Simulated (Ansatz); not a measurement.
# Bands, cutoff and cost in G0W0 for LaBiS2O (P4/nmm)

Aim: see how the G0W0 gap of LaBiS2O (P4/nmm) on r2SCAN moves with empty bands and screening cutoff, and what each rung costs.

Method: G0W0 on r2SCAN, plane waves, PAW; PAW set soft_1, in Ansatz 0.2.0.

### 1. Starting point

Symmetry: P4/nmm, No. 129, tetragonal system. Conventional cell: a = 4.065 Å, b = 4.065 Å, c = 13.861 Å, α = 90.00°, β = 90.00°, γ = 90.00°. La has 4 O at 2.38 Å and 4 S at 3.20 Å nearest. Nearest to Bi lie 5 S at 2.48 to 2.89 Å. Nearest to S lie 4 Bi at 2.89 Å. S has 1 Bi at 2.48 Å and 4 La at 3.20 Å nearest. Nearest to O lie 4 La at 2.38 Å. Farther neighbours and most contacts between anions are not listed.

Geometry: measured lattice cell, ions relaxed with r2SCAN; the structure entry is the Materials Project's. The runs that relaxed it are not among those shown. Spin-orbit coupling is left out unless a step names it.

### 2. 156 empty bands, screening to 45 eV

Now the one-shot GW correction: screening in the RPA, then the self-energy of the levels asked for. This step takes PAW set soft_1 files.

The input, input.yaml:

```yaml
crystal:
  lattice:
    - [4.0646, 0.0, 0.0]
    - [0.0, 4.0646, 0.0]
    - [0.0, 0.0, 13.8614]
  atoms:
    - { symbol: La, position: [0.5, 0.0, 0.589244592] }
    - { symbol: La, position: [0.0, 0.5, 0.410755408] }
    - { symbol: Bi, position: [0.0, 0.5, 0.8700583546] }
    - { symbol: Bi, position: [0.5, 0.0, 0.1299416454] }
    - { symbol: S, position: [0.5, 0.0, 0.8884344053] }
    - { symbol: S, position: [0.0, 0.5, 0.1115655947] }
    - { symbol: S, position: [0.0, 0.5, 0.6909732264] }
    - { symbol: S, position: [0.5, 0.0, 0.3090267736] }
    - { symbol: O, position: [0.0, 0.0, 0.5] }
    - { symbol: O, position: [0.5, 0.5, 0.5] }
kpoints:
  mp_grid: { grid: [4, 4, 2] }
hamiltonian:
  xc: r2scan
  pseudopotentials: { kind: paw, azcp: { folder: soft_1 } }
scf:
  occupations: { method: fixed }
gw:
  n_empty_bands: 156
  ecut_chi: 45
  qp_bands: [v3, c3]
  qp_kpoints: band_edges
  screening: { model: contour_deformation }
```

The run is started by

```
$ ansatz run input.yaml --threads 24 --pin off --max-ram 82944MiB --backend cuda --events-out ev --progress --plain --runs-dir out --devices 1 --max-vram 78GiB
```

Numbers of over 12 decimals in the logs are rounded to 6 here.

What it wrote:

```text
GPUs: using 1 of 1 available (devices: 1).
Engine: ansatz 0.2.0, aarch64-unknown-linux-gnu
Pseudopotentials: kind: paw
Pseudopotential: La, paw, valence charge 11, recommended cutoff 500 eV (meta_gga), soft_1/La.paw.azcp
Pseudopotential: Bi, paw, valence charge 15, recommended cutoff 500 eV (meta_gga), soft_1/Bi.paw.azcp
Pseudopotential: S, paw, valence charge 6, recommended cutoff 500 eV (meta_gga), soft_1/S.paw.azcp
Pseudopotential: O, paw, valence charge 6, recommended cutoff 500 eV (meta_gga), soft_1/O.paw.azcp
Functional definition: r2SCAN
  parameter k0 = 0.174
  parameter k1 = 0.065
  parameter a1 = 4.9479
  exchange = r2scan_x(k0 = k0, k1 = k1, a1 = a1)
  correlation = r2scan_c
[...]
Crystal: 10 atoms, lattice volume = 229.004 Å³
Basis set: ecut = 500 eV, 5867 PW (Γ), exchange–correlation on 120×120×432 points (64 copies of the dense FFT grid, shifted against one another)
Bands: 54, of which v1, the nominal top of the filled ones, is band 44 counted from 1 (43 counted from 0)
Symmetry: 16 space group operations
Space group: P4/nmm (ITA 129), of the structure as read, at distance tolerance 6.1e-5 Å
k-points: 12 of 32
Non-local potential: La, projectors of the file, l = 0: 3, l = 1: 2, l = 2: 2, l = 3: 3
Non-local potential: Bi, projectors of the file, l = 0: 2, l = 1: 2, l = 2: 2, l = 3: 1
Non-local potential: S, projectors of the file, l = 0: 2, l = 1: 2, l = 2: 1
Non-local potential: O, projectors of the file, l = 0: 2, l = 1: 2, l = 2: 1
PAW form: soft (Blöchl's): semilocal exchange-correlation on the pseudo side does not see the compensation charge
PAW frozen core: La, regenerated for the run's functional (the file was generated under x = pbe(κ = 0.804, μ = 0.219515), c = pbe(β = 0.066725))
PAW frozen core: Bi, regenerated for the run's functional (the file was generated under x = pbe(κ = 0.804, μ = 0.219515), c = pbe(β = 0.066725))
PAW frozen core: S, regenerated for the run's functional (the file was generated under x = pbe(κ = 0.804, μ = 0.219515), c = pbe(β = 0.066725))
PAW frozen core: O, regenerated for the run's functional (the file was generated under x = pbe(κ = 0.804, μ = 0.219515), c = pbe(β = 0.066725))
PAW one-centre angular grid: La, 974 points (default); XC on 160 Gauss nodes
PAW one-centre angular grid: Bi, 590 points (default); XC on 160 Gauss nodes
PAW one-centre angular grid: S, 302 points (default); XC on 160 Gauss nodes
[...]
Initial density: superposition of atomic densities (chi_scale 0.1, normalization cell, long waves kept (reshape's long-wave potential 0.46 eV rms))
Initial wavefunctions: pseudopotential atomic-orbital guess
[...]
Functional: x = r2scan, c = r2scan; τ floored in thin density (d = 2e-4 eV/Å³)
SCF iter   1: F=—  HF=-42131.848449 eV  |F-HF|=—  |Δ(HF+E_count)|=         —  Δρ=3.46e-2  dr2=8.22e0  dr2_τ=1.61e-1  ethr=3.10e-3  ⟨swp⟩=5.3  Hψ=2431  notcnv=0  defer=48
preconditioner: auto → Resta (q_TF=auto, 2.326 Å⁻¹)  ε∞=4.9  [insulator: Δε(μ)=1.234 eV  Ē_g=9.657 eV  n_scr=50 (ndim 8)  ℏωp=19.0 eV  f_vac=0.000  ε∞_Penn≈4.9]
SCF iter   2: F=—  HF=-42131.085751 eV  |F-HF|=—  |Δ(HF+E_count)|=   7.63e-1  Δρ=1.88e-2  dr2=1.70e0  dr2_τ=3.03e-2  ethr=3.10e-3  ⟨swp⟩=4.5  Hψ=1283  notcnv=0  defer=83
SCF iter   3: F=—  HF=-42131.084556 eV  |F-HF|=—  |Δ(HF+E_count)|=   1.19e-3  Δρ=1.33e-2  dr2=3.44e-1  dr2_τ=4.45e-2  ethr=1.94e-3  ⟨swp⟩=5.0  Hψ=1613  notcnv=0  defer=88
SCF iter   4: F=—  HF=-42131.043262 eV  |F-HF|=—  |Δ(HF+E_count)|=   4.13e-2  Δρ=3.90e-3  dr2=4.30e-2  dr2_τ=2.95e-3  ethr=3.91e-4  ⟨swp⟩=2.6  Hψ=1176  notcnv=0  defer=95
SCF iter   5: F=—  HF=-42131.046280 eV  |F-HF|=—  |Δ(HF+E_count)|=   3.02e-3  Δρ=1.11e-3  dr2=4.00e-3  dr2_τ=1.02e-4  ethr=4.88e-5  ⟨swp⟩=3.1  Hψ=1093  notcnv=0  defer=98
SCF iter   6: F=—  HF=-42131.047189 eV  |F-HF|=—  |Δ(HF+E_count)|=   9.09e-4  Δρ=2.94e-4  dr2=5.04e-4  dr2_τ=2.75e-5  ethr=4.54e-6  ⟨swp⟩=3.4  Hψ=1120  notcnv=0  defer=95
SCF iter   7: F=—  HF=-42131.047219 eV  |F-HF|=—  |Δ(HF+E_count)|=   3.01e-5  Δρ=6.94e-5  dr2=1.65e-5  dr2_τ=1.31e-6  ethr=5.72e-7  ⟨swp⟩=2.0  Hψ=1064  notcnv=0  defer=95
[...]
SCF 1 converged in 9 iterations: F = -42131.047226 eV  dr2 = 9.87e-8
[...]
SCF converged after 9 iterations
[...]
gw.qp_kpoints: band_edges: 8 of 12 stored k-points solved, in 1 pass; an edge of the gap read off the rows below is read off those points alone
    valence top: of the k-points left out ik 9 came nearest to being solved in a further pass, in band 44 (counted from 1, as in the quasiparticle table): it holds the edge there only if its correction is more favourable than any solved in that band by at least 0.690 eV; those differ by 0.168 eV
    conduction bottom: of the k-points left out ik 9 came nearest to being solved in a further pass, in band 45 (counted from 1, as in the quasiparticle table): it holds the edge there only if its correction is more favourable than any solved in that band by at least 2.337 eV; those differ by 1.261 eV
    ik  band        ε_KS         Σx   Σc(E_QP)       V_xc       Z   E_QP_lin       E_QP  E_QP is
     0    42      7.2278   -18.1866     2.9636   -15.3138  0.7281     7.3183     7.3186  root
     0    43      7.6615   -20.5087     3.4014   -17.3274  0.7340     7.8803     7.8817  root
     0    44      7.6615   -20.5087     3.4014   -17.3274  0.7340     7.8803     7.8817  root
     0    45     11.6819    -9.9001    -5.1101   -16.6301  0.7628    13.3618    13.3018  root
     0    46     11.9455    -8.5046    -3.9527   -13.2359  0.7668    12.7529    12.7240  root
     0    47     12.0312    -9.9503    -3.7205   -14.5176  0.7579    12.9244    12.8781  root
     1    42      7.4744   -19.6385     2.7826   -17.1724  0.7420     7.7883     7.7909  root
     1    43      7.6498   -20.5530     3.4220   -17.3468  0.7339     7.8643     7.8657  root
     1    44      7.6498   -20.5530     3.4220   -17.3468  0.7339     7.8643     7.8657  root
     1    45     11.7016   -10.1691    -5.2043   -17.0786  0.7613    13.4701    13.4068  root
     1    46     11.7698    -8.1297    -3.5982   -12.3139  0.7734    12.3689    12.3559  root
     1    47     11.9558   -10.1217    -3.9921   -15.0365  0.7581    12.9325    12.8786  root
     2    42      7.1559   -18.2656     3.0670   -15.3396  0.7259     7.2962     7.2969  root
     2    43      7.4343   -19.7923     3.2394   -16.7590  0.7314     7.6390     7.6403  root
     2    44      7.5138   -19.3670     2.7819   -16.8684  0.7405     7.7950     7.7971  root
     2    45     10.5559    -9.9158    -3.2550   -13.7406  0.7589    11.1376    11.1256  root
     2    46     10.8985   -10.1767    -3.2924   -14.1150  0.7500    11.5636    11.5445  root
     2    47     10.9886   -10.0067    -3.4137   -13.9852  0.7469    11.5720    11.5533  root
     3    42      7.1710   -19.1530     3.2776   -16.0497  0.7249     7.3443     7.3453  root
     3    43      7.2972   -18.1287     2.3899   -16.0024  0.7417     7.5589     7.5608  root
     3    44      7.4350   -19.8479     3.2622   -16.7879  0.7313     7.6360     7.6372  root
     3    45     10.6332   -10.1988    -3.2127   -13.9955  0.7562    11.2303    11.2172  root
     3    46     10.8708   -10.0803    -3.3169   -14.0457  0.7509    11.5382    11.5192  root
     3    47     10.9805   -10.0607    -3.4192   -14.0537  0.7462    11.5749    11.5543  root
[...]
6    46      9.8193   -10.7360    -2.8895   -14.2227  0.7596    10.4322    10.4165  root
     6    47     11.7540   -10.0965    -3.7240   -14.6820  0.7616    12.6547    12.6156  root
     7    42      7.1915   -22.9348     4.1271   -19.1042  0.7279     7.4853     7.4880  root
     7    43      7.2244   -17.4641     2.3262   -15.3815  0.7370     7.4663     7.4681  root
     7    44      7.3263   -18.4908     2.4116   -16.3753  0.7433     7.6201     7.6224  root
     7    45      9.6345   -10.3792    -2.8962   -13.8518  0.7648    10.2234    10.2109  root
     7    46      9.8575   -10.8925    -2.8799   -14.3874  0.7577    10.4900    10.4725  root
     7    47     11.7214    -9.4205    -3.6389   -13.8334  0.7656    12.5225    12.4953  root
```

Run time: 4.3 s. Hardware: 1 × NVIDIA GB200 (shared by 2 runs) with 24 threads of Arm Neoverse V2, shared host; peak memory 1.8 GiB; 19 s of CPU time.

In the SCF lines HF is the Harris–Foulkes energy and dr2 the Hartree energy of the density residual, in eV; the loop may stop once dr2 is under the threshold and the program's other checks hold. Hψ counts applications of the Hamiltonian.

Numbers from this step:

* bands summed: 200
* RPA ε∞ on this mesh (eigenvalues): 6.423, 19.96, 19.96
* plane waves in the screening matrix: 139
* q-points in the mesh: 32
* G0W0 gap on the mesh: 1.213 eV
* k of the valence top: 0, -0.5, 0
* k of the conduction bottom: 0, -0.5, 0
* starting gap on the mesh: 1.137 eV
* Z at the valence top: 0.7517
* Z at the conduction bottom: 0.7694
* least direct G0W0 gap on the computed points: 1.213 eV

The gap on the mesh goes from 1.14 eV to 1.21 eV, a correction of +0.08 eV. Between the two edge states, bare exchange in place of the xc potential would open the gap by 4.46 eV, and correlation takes back 4.39 eV.

### 3. 443 empty bands, screening to 90 eV

Another rung: the empty bands reach about as high as the screening cutoff, so the two stay in balance.

Changes to input.yaml since step 2:

```diff
@@ -24,4 +24,4 @@
 gw:
-  n_empty_bands: 156
-  ecut_chi: 45
+  n_empty_bands: 443
+  ecut_chi: 90
   qp_bands: [v3, c3]
```

What it wrote:

```text
GPUs: using 1 of 1 available (devices: 1).
[...]
Crystal: 10 atoms, lattice volume = 229.004 Å³
Basis set: ecut = 500 eV, 5867 PW (Γ), exchange–correlation on 120×120×432 points (64 copies of the dense FFT grid, shifted against one another)
Bands: 54, of which v1, the nominal top of the filled ones, is band 44 counted from 1 (43 counted from 0)
Symmetry: 16 space group operations
[...]
k-points: 12 of 32
[...]
SCF iter   1: F=—  HF=-42131.848449 eV  |F-HF|=—  |Δ(HF+E_count)|=         —  Δρ=3.46e-2  dr2=8.22e0  dr2_τ=1.61e-1  ethr=3.10e-3  ⟨swp⟩=5.3  Hψ=2431  notcnv=0  defer=48
[...]
SCF iter   7: F=—  HF=-42131.047219 eV  |F-HF|=—  |Δ(HF+E_count)|=   3.01e-5  Δρ=6.94e-5  dr2=1.65e-5  dr2_τ=1.31e-6  ethr=5.72e-7  ⟨swp⟩=2.0  Hψ=1064  notcnv=0  defer=95
[...]
SCF 1 converged in 9 iterations: F = -42131.047226 eV  dr2 = 9.87e-8
[...]
SCF converged after 9 iterations
[...]
0    42      7.2278   -18.1866     2.6351   -15.3138  0.7214     6.9879     6.9901  root
     0    43      7.6615   -20.5087     3.0891   -17.3274  0.7269     7.5691     7.5694  root
     0    44      7.6615   -20.5087     3.0891   -17.3274  0.7269     7.5691     7.5694  root
     0    45     11.6819    -9.9001    -5.4846   -16.6301  0.7594    12.9863    12.9272  root
     0    46     11.9455    -8.5046    -4.2787   -13.2359  0.7633    12.4056    12.3981  root
     0    47     12.0312    -9.9503    -4.0508   -14.5176  0.7532    12.5590    12.5477  root
     1    42      7.4744   -19.6385     2.4238   -17.1724  0.7348     7.4320     7.4321  root
     1    43      7.6498   -20.5530     3.1118   -17.3468  0.7268     7.5552     7.5555  root
[...]
7    44      7.3263   -18.4908     2.0491   -16.3753  0.7365     7.2598     7.2599  root
     7    45      9.6345   -10.3792    -3.2581   -13.8518  0.7605     9.8504     9.8490  root
     7    46      9.8575   -10.8925    -3.2481   -14.3874  0.7533    10.1062    10.1043  root
     7    47     11.7214    -9.4205    -3.9748   -13.8334  0.7610    12.1661    12.1594  root
```

Run time: 8.2 s. Hardware: 1 × NVIDIA GB200 (shared by 2 runs) with 24 threads; peak memory 2.9 GiB; 31 s of CPU time.

This step gave:

| Quantity | Value |
| --- | --- |
| bands summed | 487 |
| RPA ε∞ on this mesh (eigenvalues) | 6.363, 19.38, 19.38 |
| plane waves in the screening matrix | 433 |
| q-points in the mesh | 32 |
| G0W0 gap on the mesh | 1.303 eV |
| k of the valence top | 0, -0.5, 0 |
| k of the conduction bottom | 0, -0.5, 0 |
| starting gap on the mesh | 1.137 eV |
| Z at the valence top | 0.7449 |
| Z at the conduction bottom | 0.7652 |
| least direct G0W0 gap on the computed points | 1.303 eV |

Against the run with 4×4×2 mesh, 156 empty bands, screening to 45 eV, PAW set soft_1 files, the gap moves by +0.09 eV.

### 4. 955 empty bands, screening to 150 eV

Changes to input.yaml since step 3:

```diff
@@ -24,4 +24,4 @@
 gw:
-  n_empty_bands: 443
-  ecut_chi: 90
+  n_empty_bands: 955
+  ecut_chi: 150.0
   qp_bands: [v3, c3]
```

What it wrote:

```text
GPUs: using 1 of 1 available (devices: 1).
[...]
Crystal: 10 atoms, lattice volume = 229.004 Å³
Basis set: ecut = 500 eV, 5867 PW (Γ), exchange–correlation on 120×120×432 points (64 copies of the dense FFT grid, shifted against one another)
Bands: 54, of which v1, the nominal top of the filled ones, is band 44 counted from 1 (43 counted from 0)
Symmetry: 16 space group operations
[...]
k-points: 12 of 32
[...]
1    43      7.6498   -20.5530     2.8874   -17.3468  0.7240     7.3276     7.3311  root
[...]
1    45     11.7016   -10.1691    -5.7997   -17.0786  0.7560    12.9272    12.8114  root ?
[...]
7    44      7.3263   -18.4908     1.8184   -16.3753  0.7341     7.0263     7.0291  root
     7    45      9.6345   -10.3792    -3.4440   -13.8518  0.7593     9.6631     9.6631  root
     7    46      9.8575   -10.8925    -3.4445   -14.3874  0.7519     9.9079     9.9078  root
     7    47     11.7214    -9.4205    -4.1466   -13.8334  0.7597    11.9898    11.9876  root
[key lines of the parts left out:]
SCF converged after 9 iterations
```

Wall time 36 s (1 × NVIDIA GB200 (shared by 2 runs) with 24 threads); peak memory 5 GiB.

This step gave:

```
bands summed                                 : 999
RPA ε∞ on this mesh (eigenvalues)            : 6.349, 19.34, 19.34
plane waves in the screening matrix          : 931
G0W0 gap on the mesh                         : 1.382 eV
k of the valence top                         : 0, -0.5, 0
k of the conduction bottom                   : 0, -0.5, 0
starting gap on the mesh                     : 1.137 eV
least direct G0W0 gap on the computed points : 1.382 eV
```

Against the run with 4×4×2 mesh, 443 empty bands, screening to 90 eV, PAW set soft_1 files, the gap moves by +0.08 eV.

(Part 1 of 2 ends here.)

[Paths, hosts, dates, memory and timing lines, banners, echoed tables and standing remarks are left out of the program output.]

[Logs are printed without paths, hosts, clocks, repeated set-up lines and the standing remarks that a program may print on its own settings, such as how far it seeks lower states.]

[Runs of the session that timed out or met a known fault of the program may be left out.]

[Cells called generated may have been cut or substituted from an entry of the Crystallography Open Database or the Materials Project.]

[Hosts, paths, dates, database ids (printed as entryN), source tags and the programs' standing remarks are cut or masked in the printed files.]
